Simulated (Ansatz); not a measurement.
# What RbSbS3 in P4_2/mmc, a phase reached by a soft mode distorts into, part 3 of 3

Aim: this structure of RbSbS3 in P4_2/mmc, a phase reached by a soft mode is to be tested for unstable modes, and one is followed downhill.

Ansatz 0.2.0; DFT PBEsol, scalar-relativistic, plane waves, PAW; PAW set soft_1.

So far. Step 5 (Energy along the mode, all amplitudes (two of the runs …): The lowest of the steps tried is at 0.32 Å, 1.75 meV/atom below the parent; the bottom of the well need not coincide with a step. Step 7 (The new phase in its own primitive cell): The largest force component left is 0.40 meV/Å and the pressure is 0.002 GPa, within the tolerances set. The cell now holds 28.08 Å³/atom. The relaxed cell has a, b, c = 4.569, 9.710, 6.330 Å (conventional setting).

The structure was built from a prototype and need not be the compound's stable phase.

## Step 8: Modes of the new phase

A relaxed structure may still be a saddle point, so its zone-centre modes are computed. No field response is asked, since the mesh shows no gap.

The input, input.yaml:

```yaml
crystal:
  lattice:
    - [4.5688264193, 0.0, 0.0]
    - [0.0, 9.7097157593, 0.0]
    - [0.0, 0.0, 6.3299829063]
  atoms:
    - { symbol: Rb, position: [0.0, 0.0, 0.985472755] }
    - { symbol: Rb, position: [0.0, 0.5, 0.0626745861] }
    - { symbol: Sb, position: [0.5, 0.7400638627, 0.5888671136] }
    - { symbol: Sb, position: [0.5, 0.2599361373, 0.5888671136] }
    - { symbol: S, position: [0.5, 0.5, 0.4449458706] }
    - { symbol: S, position: [0.5, 0.0, 0.4568359218] }
    - { symbol: S, position: [0.0, 0.8223316243, 0.4653437228] }
    - { symbol: S, position: [0.0, 0.1776683757, 0.4653437228] }
    - { symbol: S, position: [0.5, 0.7410151514, 0.9531410384] }
    - { symbol: S, position: [0.5, 0.2589848486, 0.9531410384] }
kpoints:
  mp_grid: { grid: [8, 4, 6] }
hamiltonian:
  xc: pbesol
  pseudopotentials: { kind: paw, azcp: { folder: soft_1 }, xc_functional: pbe }
scf:
  occupations: { method: methfessel_paxton, width: 0.2 }
output:
  eigenvalues: true
phonons:
  method: dfpt
```

The run is started by

```bash
$ ansatz run input.yaml --threads 8 --pin off --max-ram 16384MiB --backend cpu --events-out ev --progress --plain --runs-dir out
```

Numbers of over 12 decimals in the logs are rounded to 6 here.

Output:

```text
[...]
Crystal: 10 atoms, lattice volume = 280.811 Å³
Basis set: ecut = 420 eV, 5483 PW (Γ), exchange–correlation on 64×144×90 points (8 copies of the dense FFT grid, shifted against one another)
Bands: 52, of which v1, the nominal top of the filled ones, is band 42 counted from 1 (41 counted from 0)
Symmetry: 4 space group operations
k-points: 70 of 192 (irreducible under 2 space group operations, time reversal used)
[...]
SCF iter   1: F=—  HF=-24567.748193 eV  |F-HF|=—  |Δ(HF+E_count)|=         —  Δρ=3.44e-2  dr2=1.02e1  ethr=3.10e-3  ⟨swp⟩=10.0  Hψ=17877  notcnv=0
[...]
SCF iter  13: F=-24564.042506 eV  HF=-24564.042506 eV  |F-HF|=0.00e0  |Δ(HF+E_count)|=  1.82e-11  S|Δr|=    0.00e0  Δρ=1.74e-8  dr2=1.28e-12  ethr=1.00e-12  ⟨swp⟩=20.3  Hψ=25260  notcnv=0
SCF 1 converged in 13 iterations: F = -24564.042506 eV  dr2 = 1.28e-12
[...]
SCF converged after 13 iterations
[...]
Free energy (F): -24564.042506 eV
[...]
Internal energy: -24564.055546 eV  (E = F + TS)
E sigma→0 (E₀):  -24564.045766 eV
Entropy (-TS):   0.013040 eV (1.304 meV/atom)
Fermi energy:    5.120994 eV
[...]
--- Band table (eV; the first three rows and the last of 70) ---
  k-point 0: bands = [... 38 lower, 3.9751, 4.0440, 4.2000, 4.3309, 4.7663, 6.9727, 7.7031, 8.3180, ... 6 higher]
  k-point 1: bands = [... 38 lower, 3.9363, 4.0383, 4.1584, 4.3277, 4.7429, 6.9191, 7.6803, 8.3624, ... 6 higher]
  k-point 2: bands = [... 38 lower, 4.0277, 4.0702, 4.0800, 4.3298, 4.6969, 6.8130, 7.5196, 8.4487, ... 6 higher]
  k-point 69: bands = [... 38 lower, 4.0452, 4.0698, 4.2639, 5.2026, 6.1455, 6.5294, 7.2866, 8.0784, ... 6 higher]
[...]
ASR residual: 3.221e-5 → 0.000e0 eV/Å²; symmetrization residual: 7.439e-6 eV/Å²
[...]
```

Elapsed: 4.3 min, on 8 threads of Arm Neoverse V2, shared host; peak memory 3.4 GiB; 33 min of CPU time.

Numbers from this step:

```
sum-rule residual before enforcement                    : 3.22e-5 eV/Å²
point group                                             : mm2
highest optical mode at the zone centre (no LO-TO term) : 396.2 cm⁻¹
lowest optical zone-centre mode                         : 27.53 cm⁻¹
```

Patterns of degenerate modes are one choice out of their space. The modes at Γ (shares of kinetic energy by element, %):

| mode | frequency (cm⁻¹) | symmetry | Rb % | Sb % | S % |
| --- | --- | --- | --- | --- | --- |
| 1 | 0.0 | acoustic | 28 | 40 | 32 |
| 2 | 0.0 | acoustic | 28 | 40 | 32 |
| 3 | 0.0 | acoustic | 28 | 40 | 32 |
| 4 | 27.5 | A2 | 0 | 71 | 29 |
| 5 | 37.7 | B2 | 20 | 23 | 58 |
| 6 | 42.0 | B1 | 24 | 8 | 68 |
| 7 | 53.5 | A1 | 97 | 2 | 2 |
| 8 | 57.2 | B1 | 76 | 15 | 10 |
| 9 | 58.7 | B2 | 25 | 44 | 31 |
| 10 | 66.6 | A1 | 68 | 14 | 18 |
| 11 | 74.3 | B2 | 47 | 23 | 30 |
| 12 | 80.5 | B1 | 20 | 17 | 62 |
| 13 | 84.2 | B2 | 68 | 18 | 14 |
| 14 | 89.6 | B1 | 35 | 0 | 65 |
| 15 | 90.1 | A1 | 6 | 29 | 66 |
| 16 | 129.7 | A2 | 0 | 2 | 98 |
| 17 | 139.2 | B1 | 17 | 2 | 82 |
| 18 | 144.0 | A1 | 0 | 1 | 98 |
| 19 | 145.5 | B2 | 12 | 3 | 85 |
| 20 | 156.5 | A1 | 0 | 25 | 75 |
| 21 | 161.0 | B2 | 0 | 5 | 95 |
| 22 | 173.9 | A1 | 0 | 25 | 75 |
| 23 | 211.1 | B2 | 0 | 19 | 81 |
| 24 | 215.0 | A1 | 0 | 30 | 70 |
| 25 | 219.3 | A2 | 0 | 27 | 73 |
| 26 | 236.2 | A1 | 0 | 13 | 87 |
| 27 | 256.4 | B1 | 0 | 18 | 82 |
| 28 | 262.8 | B2 | 0 | 4 | 96 |
| 29 | 386.4 | B2 | 0 | 20 | 80 |
| 30 | 396.2 | A1 | 0 | 22 | 78 |

Displacements in mode 4 (27.5 cm⁻¹), the largest set to 1:
```
Rb1  0.00  0.00  0.00
Rb2  0.00  0.00  0.00
Sb3  0.85  0.00  0.00
Sb4 -0.85  0.00  0.00
S5   0.00  0.00  0.00
S6   0.00  0.00  0.00
S7   1.00  0.00  0.00
S8  -1.00  0.00  0.00
S9   0.32  0.00  0.00
S10 -0.32  0.00  0.00
```

Displacements in mode 25 (219.3 cm⁻¹), the largest set to 1:
```
Rb1  0.00  0.00  0.00
Rb2  0.00  0.00  0.00
Sb3  0.31  0.00  0.00
Sb4 -0.31  0.00  0.00
S5   0.00  0.00  0.00
S6   0.00  0.00  0.00
S7  -1.00  0.00  0.00
S8   1.00  0.00  0.00
S9  -0.03  0.00  0.00
S10  0.03  0.00  0.00
```

Before it was imposed, the acoustic sum rule was missed by 3.2e-5 eV/Å². Small misses are needed for a sound result but don't prove that mesh and cutoff are converged. The lowest optical mode is real, 27.5 cm⁻¹.

## Step 9: Results

```json
{
 "unstable mode of the parent": "q = (0, 0, 0), 54i cm⁻¹",
 "depth at the lowest point sampled": "1.75 meV/atom",
 "largest atomic shift at that point": "0.32 Å",
 "space group reached (within 0.01 Å)": "Pmm2",
 "energy gained over the parent (first relaxation, on the mesh of the frozen mode)": "103 meV/atom",
 "volume per atom, phase reached": "28.1 Å³",
 "lowest optical zone-centre mode, phase reached": "27.5 cm⁻¹",
 "highest optical mode at the zone centre (no LO-TO term), phase reached": "396 cm⁻¹"
}
```

**Reading.** From this start the structure relaxes into Pmm2, 103 meV/atom below the parent. At the parent's cell the well is 1.745 meV/atom deep on the steps tried, with its lowest point at a shift of 0.32 Å. Relaxing atoms and cell changes the gain by +101.69 meV/atom against the lowest step (energies at zero smearing). Most of the total comes from this relaxation. The frozen pattern makes up only 3 % of the final shifts of the atoms, so other modes or strain give most of the change. The new phase has no imaginary mode at the zone centre of its cell; other wavevectors were not checked. Of the 2 patterns followed to their end from this parent, this one reaches the lowest energy. Each path keeps the symmetry of its pattern, so a lower phase may lie along a pattern not tried. With no gap, or one that is small against the smearing, the frequencies hang on the k mesh and the smearing, most of all near Kohn anomalies. A semilocal functional can close a gap that the real compound would have, so the metallic treatment may be an artefact of the level. Spin-orbit coupling is left out, which can matter for the heavy elements here. The PAW files were made for PBE and serve the other functionals too. The starting cell was built on a prototype and not taken from a measurement, so the phase need not exist.

[Logs are printed without paths, hosts, clocks, repeated set-up lines and the standing remarks that a program may print on its own settings, such as how far it seeks lower states.]

[Hosts, paths, dates, database ids (printed as entryN), source tags and the programs' standing remarks are cut or masked in the printed files.]
